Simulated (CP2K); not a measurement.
Two runs for the N K edge of fluoroacetonitrile. Run A: CP2K XAS_TDP, all-electron GAPW, PBEh(45%), aug-cc-pVTZ, TDA, no relativity. Run B differs in one setting.

First lines with a strength over 0.0015. A:

```csv
atom,energy (eV),states,"strength, one atom"
N1 (bonded to C),394.74,1,0.0575
,395.48,1,0.0568
,401.24,1,0.0070
,401.36,1,0.0019
,401.57,1,0.0036
```

B:

```csv
atom,energy (eV),states,"strength, one atom"
N1 (bonded to C),398.57,1,0.0569
,399.32,1,0.0563
,405.07,1,0.0069
,405.20,1,0.0019
,405.40,1,0.0036
```

**Question.** Which was it: GW2X switched on, the basis, the functional, scalar relativity switched on?

GW2X switched on. GW2X shifts an atom's lines together and keeps their spacings. Against PBEh(45%) in aug-cc-pVTZ, the leading line moves by +3.83 eV, to 398.57 eV.

[Banner, clock and machine lines of the logs are left out without a mark of their own.]

[Logs are printed without paths, hosts, clocks, repeated set-up lines and the standing remarks that a program may print on its own settings, such as how far it seeks lower states.]

[Hosts, paths, dates, database ids (printed as entryN), source tags and the programs' standing remarks are cut or masked in the printed files.]
